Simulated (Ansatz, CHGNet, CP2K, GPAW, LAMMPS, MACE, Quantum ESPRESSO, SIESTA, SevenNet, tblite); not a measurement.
# From one method to another: forces in glassy 69SiO2-19Al2O3-6SrO-6Li2O (mol %) (106 atoms)

106 atoms (22 Si, 12 Al, 2 Sr, 4 Li, 66 O) placed at random at 3.07 g/cm³, melted at 4000 K for 10 ps at fixed volume with the Morse and Coulomb pair potential with partial charges (Pedone, Malavasi, Menziani, Cormack and Segre, J. Phys. Chem. B 110, 11780 (2006)). Quenched from 4000 K to 300 K at 50 K/ps and fixed volume, held 5 ps.

Two calculations on one geometry. First: Kohn-Sham DFT, PBE, PAW, plane waves (Ansatz 0.2.0; cutoff 420 eV, Γ point, fermi-dirac smearing of 0.05 eV; PAW set soft_2). Second: Kohn-Sham DFT, PBE, PseudoDojo 0.4.1 norm-conserving pseudopotentials (converted to PSML), numerical atomic orbitals (DZP), diagonalisation; shift 0.01 Ry; mesh 500 Ry; levels smeared at 580 K; far from plane-wave PBE on this cell, through basis, grid or potentials (SIESTA 5.4.2; Γ point).

Cell vectors (Å):

```
10.593 0.000 0.000
0.000 10.593 0.000
0.000 0.000 10.593
```

Atom, position (Å) and force of the first calculation (eV/Å):

```
1 Si 7.916 7.222 1.706 0.506 1.148 -0.820
2 Si 1.411 4.029 4.511 2.686 1.154 0.333
3 Si 3.834 9.720 7.611 0.691 0.943 1.180
4 Si 7.972 10.370 5.600 2.405 1.013 -2.119
5 Si 5.662 6.018 6.555 1.139 0.938 1.384
6 Si 6.573 1.797 2.692 1.369 2.598 0.626
7 Si 2.887 4.864 9.070 -0.357 4.398 3.571
8 Si 8.952 5.038 10.577 -1.274 2.746 3.263
9 Si 4.640 7.535 9.877 1.455 0.011 -1.087
10 Si 9.233 3.260 2.450 -4.476 0.877 0.733
11 Si 5.000 9.800 4.807 1.083 2.645 0.323
12 Si 9.476 4.836 5.949 -0.031 0.597 0.896
13 Si 7.134 5.335 3.747 -0.220 -3.272 -3.751
14 Si 1.480 1.020 7.260 1.630 2.426 0.982
15 Si 7.315 8.055 8.220 -3.805 1.278 0.310
16 Si 3.890 2.099 5.276 -4.636 1.291 1.853
17 Si 9.530 0.570 10.214 -1.540 -1.992 -0.917
18 Si 5.144 3.997 1.454 0.514 2.213 0.792
19 Si 7.030 10.110 0.953 1.037 -0.500 0.075
20 Si 3.503 0.890 0.524 -2.177 -1.624 1.383
21 Si 1.137 9.133 2.956 -1.650 1.883 -1.734
22 Si 4.071 9.006 2.155 -1.265 -0.839 -1.697
23 Al 6.830 2.585 5.936 0.718 0.572 -1.247
24 Al 4.464 2.245 8.355 -0.145 -1.220 0.299
25 Al 2.361 6.454 6.571 -1.844 -1.073 0.739
26 Al 1.945 4.913 1.402 1.315 0.961 0.600
27 Al 0.149 6.598 8.501 -0.736 -0.367 -1.743
28 Al 6.807 0.745 8.629 0.014 -2.567 1.645
29 Al 6.587 4.052 9.126 -1.643 0.806 -0.601
30 Al 0.371 7.529 0.527 -1.585 0.962 1.870
31 Al 10.253 7.820 5.448 -1.327 0.180 0.859
32 Al 10.346 1.043 4.433 1.167 -1.272 0.740
33 Al 1.353 2.404 10.335 2.199 -0.356 -0.149
34 Al 1.483 9.518 9.462 0.633 1.528 0.316
35 Sr 9.632 2.868 7.884 -0.296 -1.014 0.640
36 Sr 3.793 6.411 3.717 -0.080 -1.193 -0.641
37 Li 9.894 9.267 7.772 -1.000 -0.101 0.103
38 Li 10.549 6.215 2.849 0.052 0.441 -0.046
39 Li 0.660 1.267 2.018 0.650 -0.564 -0.070
40 Li 7.406 7.749 4.927 0.105 0.285 0.563
41 O 3.945 8.531 8.751 -0.989 1.498 -1.586
42 O 10.229 2.359 3.267 1.685 -0.083 0.051
43 O 3.982 10.487 1.754 0.669 2.799 -0.379
44 O 0.949 0.024 3.616 0.391 0.901 -0.284
45 O 8.444 1.166 9.205 0.183 1.272 -1.340
46 O 5.083 2.784 6.045 -0.206 1.183 1.652
47 O 10.490 10.173 9.293 -0.751 0.686 -0.168
48 O 6.585 9.734 5.161 -1.706 -1.188 -0.984
49 O 4.085 1.784 10.022 1.622 2.021 -1.771
50 O 6.212 7.479 9.372 -0.534 -0.150 0.890
51 O 5.666 4.105 10.568 0.188 0.481 -0.729
52 O 7.781 5.976 0.754 -0.390 -2.571 -2.410
53 O 4.393 0.760 4.674 0.925 -3.266 -2.226
54 O 3.714 4.734 1.690 -0.784 0.340 0.695
55 O 1.056 7.897 9.513 -0.858 -1.899 -0.859
56 O 7.571 1.077 6.463 0.184 0.766 2.110
57 O 0.904 7.544 6.661 0.262 0.287 1.020
58 O 2.174 10.228 7.730 0.298 -3.434 0.752
59 O 7.061 8.514 1.314 -0.801 0.113 0.317
60 O 8.958 9.118 5.936 1.149 -1.872 0.892
61 O 1.884 5.693 8.141 -1.122 0.651 -0.936
62 O 4.940 8.802 3.532 0.797 -0.889 -0.125
63 O 0.715 9.193 1.378 -0.115 -0.409 -0.169
64 O 8.246 4.184 9.501 0.261 -1.277 -1.659
65 O 1.976 4.198 10.349 -1.247 -0.615 -0.407
66 O 4.393 8.031 0.843 -0.202 -0.062 1.105
67 O 6.308 5.549 5.075 -1.570 0.354 1.382
68 O 6.105 4.840 2.559 -1.353 0.007 0.549
69 O 8.584 10.382 0.657 1.969 -0.089 0.742
70 O 7.059 9.669 8.131 0.576 -1.189 -1.114
71 O 1.213 4.498 2.991 -0.792 0.333 -1.143
72 O 3.572 3.720 8.426 2.265 -2.956 -2.883
73 O 0.115 3.782 5.453 -0.799 -0.717 -0.265
74 O 6.686 2.276 4.215 -0.135 -0.111 -0.140
75 O 2.673 8.635 2.945 1.410 -1.241 0.371
76 O 6.069 5.030 7.702 0.029 -1.304 1.028
77 O 10.163 5.943 10.072 1.216 0.741 -0.532
78 O 8.443 4.433 3.443 1.856 -0.259 0.891
79 O 9.630 4.176 1.192 1.751 -0.230 -0.207
80 O 9.321 6.287 5.310 -0.417 1.308 -1.902
81 O 4.194 9.295 6.071 -1.644 -1.807 1.308
82 O 9.476 7.385 1.654 2.350 0.475 0.349
83 O 6.300 2.439 8.432 -0.768 0.408 -0.761
84 O 10.428 1.730 0.217 0.327 1.196 1.415
85 O 2.319 1.870 1.160 -0.910 0.615 0.349
86 O 4.652 0.490 7.853 1.024 0.290 0.109
87 O 2.774 3.063 4.455 0.460 -0.708 0.082
88 O 0.282 0.946 6.260 -2.180 0.169 -1.228
89 O 8.826 0.361 4.287 -1.845 -0.459 1.184
90 O 8.794 7.692 8.450 3.521 -0.925 0.034
91 O 2.587 10.418 10.308 0.267 -0.468 -0.136
92 O 1.525 6.624 1.365 0.912 -2.512 1.147
93 O 2.726 1.683 6.527 2.440 1.282 -1.376
94 O 6.131 0.008 10.381 -0.840 0.934 -2.201
95 O 7.943 2.391 1.993 0.317 0.005 -0.861
96 O 0.345 8.195 3.965 -0.066 -1.641 -0.261
97 O 1.990 5.409 5.216 0.423 0.718 -0.460
98 O 6.541 7.384 6.862 0.390 0.228 -1.156
99 O 1.239 1.971 8.619 -0.242 -0.219 -1.230
100 O 10.027 5.265 7.416 0.032 -0.461 1.033
101 O 8.170 3.856 6.154 -0.054 -0.567 0.024
102 O 6.576 0.285 2.303 -0.331 -1.929 1.072
103 O 5.281 2.511 1.974 -0.606 -2.087 0.644
104 O 7.402 6.789 3.189 0.369 2.944 1.248
105 O 4.080 6.407 6.354 1.019 0.144 -0.660
106 O 3.872 6.156 9.558 -0.560 -1.492 0.650
```

**Question.** What forces does the second calculation give?

Atom and force (eV/Å):

```
1 0.027 1.492 -0.655
2 2.631 0.685 0.356
3 0.606 0.608 1.279
4 2.476 0.894 -1.770
5 0.808 0.927 1.185
6 1.207 2.583 0.744
7 -0.294 4.701 4.027
8 -1.363 2.823 3.449
9 1.555 -0.069 -0.629
10 -4.215 1.084 0.661
11 1.000 2.786 -0.024
12 -0.383 0.453 0.456
13 -0.115 -3.753 -3.345
14 1.392 2.451 1.495
15 -3.969 1.236 0.268
16 -5.057 1.577 1.585
17 -1.408 -2.217 -0.751
18 0.234 2.636 0.782
19 0.964 -0.874 0.400
20 -1.357 -1.819 1.888
21 -1.506 1.799 -1.776
22 -0.987 -1.290 -1.895
23 0.764 1.043 -0.851
24 -0.255 -1.164 -0.248
25 -1.793 -0.803 0.824
26 1.140 0.763 0.539
27 -0.867 -0.082 -2.171
28 -0.353 -2.655 1.585
29 -1.707 0.969 -0.802
30 -2.155 1.102 1.707
31 -1.715 0.325 1.074
32 1.580 -0.942 1.228
33 2.455 -0.074 -0.294
34 0.897 1.474 0.114
35 -0.153 -1.121 0.667
36 0.126 -1.198 -0.676
37 -0.996 -0.064 0.075
38 0.038 0.371 0.001
39 0.702 -0.640 -0.121
40 0.144 0.293 0.545
41 -1.201 1.424 -1.640
42 2.290 -0.281 0.374
43 0.696 3.511 -0.218
44 0.621 1.377 -0.130
45 -0.227 1.429 -1.631
46 0.183 1.726 2.272
47 -0.712 0.542 -0.642
48 -1.683 -1.463 -1.072
49 1.895 2.575 -2.257
50 -0.242 -0.353 1.017
51 0.268 0.555 -1.191
52 -0.863 -3.124 -2.746
53 1.106 -3.684 -2.611
54 -1.090 0.476 0.711
55 -0.752 -2.248 -1.135
56 0.119 1.141 2.724
57 0.336 0.468 1.509
58 0.290 -3.984 1.019
59 -1.202 0.172 0.358
60 1.493 -2.404 1.049
61 -1.736 0.935 -1.056
62 1.212 -1.426 -0.183
63 -0.332 -0.114 -1.153
64 0.232 -1.699 -2.115
65 -1.479 -0.818 -0.420
66 -0.225 -0.210 1.253
67 -1.776 0.473 1.512
68 -1.387 0.047 0.464
69 2.092 -0.333 1.078
70 0.506 -0.833 -1.337
71 -0.991 0.544 -1.682
72 2.616 -3.534 -3.370
73 -1.124 -1.300 0.156
74 -0.154 0.081 0.210
75 1.622 -1.400 0.609
76 0.244 -1.802 1.530
77 1.817 1.043 -0.485
78 2.275 -0.378 0.931
79 2.151 -0.097 -0.282
80 -0.799 1.940 -2.381
81 -1.967 -2.222 1.352
82 3.306 0.556 0.331
83 -0.564 0.477 -1.033
84 0.396 1.771 1.861
85 -1.189 0.965 1.102
86 1.516 0.920 0.120
87 0.563 -0.704 -0.162
88 -2.909 0.127 -1.737
89 -2.313 -0.526 0.517
90 4.866 -1.361 0.257
91 0.277 -0.553 -0.165
92 1.291 -2.368 1.565
93 2.916 1.462 -1.520
94 -1.639 1.367 -3.100
95 0.192 -0.106 -1.256
96 -0.198 -2.017 -0.232
97 0.371 0.871 -0.389
98 0.497 0.610 -1.450
99 -0.186 -0.151 -1.064
100 0.252 -0.217 1.462
101 -0.523 -0.830 0.032
102 -0.516 -2.531 1.424
103 -1.000 -2.821 0.680
104 0.183 3.487 1.531
105 0.895 0.256 -0.717
106 -0.715 -1.759 0.624
```

The two sets differ by 328 meV/Å r.m.s., 24 % of the r.m.s. force of the Ansatz run. The network of bonds at the start is that of the classical potential that made the cell, and needn't be the one that DFT or experiment would give. The electronic-structure runs sample only Γ, in a cell whose shortest periodic width is 11 Å.

[Logs are printed without paths, hosts, clocks, repeated set-up lines and the standing remarks that a program may print on its own settings, such as how far it seeks lower states.]

[Hosts, paths, dates, database ids (printed as entryN), source tags and the programs' standing remarks are cut or masked in the printed files.]
